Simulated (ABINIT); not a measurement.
Records of electronic-structure calculations.

```
! title: A GW chain in ABINIT: LiBH4 (F-43m)
! method: RPA screening on PBEsol, plane waves, norm-conserving pseudopotentials (and 2 further levels or steps)
! program: ABINIT 10.8.3
! settings: cutoff 34 Ha, PseudoDojo scalar-relativistic 0.4.1 standard, norm-conserving, ngkpt (4, 4, 4), nband 40, ecuteps 4 Ha, inclvkb 2, shiftk (0, 0, 0), symchi 1, awtr 1, frequency ppm, 4×4×4 k-mesh
! cost: 5 runs, 29 s in all on 4 MPI ranks of Arm Neoverse V2, shared host
! notes: The cell and positions are those that the Materials Project relaxed with its own functionals (PBE, PBE+U or r2SCAN), kept fixed. The 4×4×4 mesh is coarse for this cell, which bears on the long-range parts of exchange and screening.
! PBEsol gap: 5.99 eV, indirect
! G0W0 gap on the mesh: 8.39 eV
! GW settings: 4×4×4 mesh, 40 bands, screening to 108.8 eV, Godby-Needs plasmon pole
! known limits: short of the basis limit; coarse k mesh
CELL_PARAMETERS angstrom
0.00000 2.85532 2.85532
2.85532 0.00000 2.85532
2.85532 2.85532 0.00000
ATOMIC_POSITIONS crystal
Li 0.00000 0.00000 0.00000
B 0.50000 0.50000 0.50000
H 0.37679 0.37679 0.37679
H 0.86964 0.37679 0.37679
H 0.37679 0.37679 0.86964
H 0.37679 0.86964 0.37679
```

[Long decimals in the printed logs are rounded to 6 places.]

[Logs are printed without paths, hosts, clocks, repeated set-up lines and the standing remarks that a program may print on its own settings, such as how far it seeks lower states.]

[Paths, hosts, dates, memory and timing lines, banners, echoed tables and standing remarks are left out of the program output; an Ansatz launch command may be rebuilt from the run's recorded settings. Measured values are a selection of at most five: reports struck by readers or far from the other reports are left out. None is set beside runs whose start may be inverted or whose files or cutoffs have a known fault.]

[Runs of the session that timed out or met a known fault of the program may be left out.]

[Hosts, paths, dates, database ids (printed as entryN), source tags and the programs' standing remarks are cut or masked in the printed files.]

[G0W0 gaps are taken among the corrected bands and points alone; a level outside them can change the order at an edge.]

[Where Ansatz stands beside ABINIT at settings called matched, ABINIT's density can come from a denser mesh and the files from another edition; pairs whose starting gaps differed by over 0.03 eV were left out, so agreement reads better than it is.]
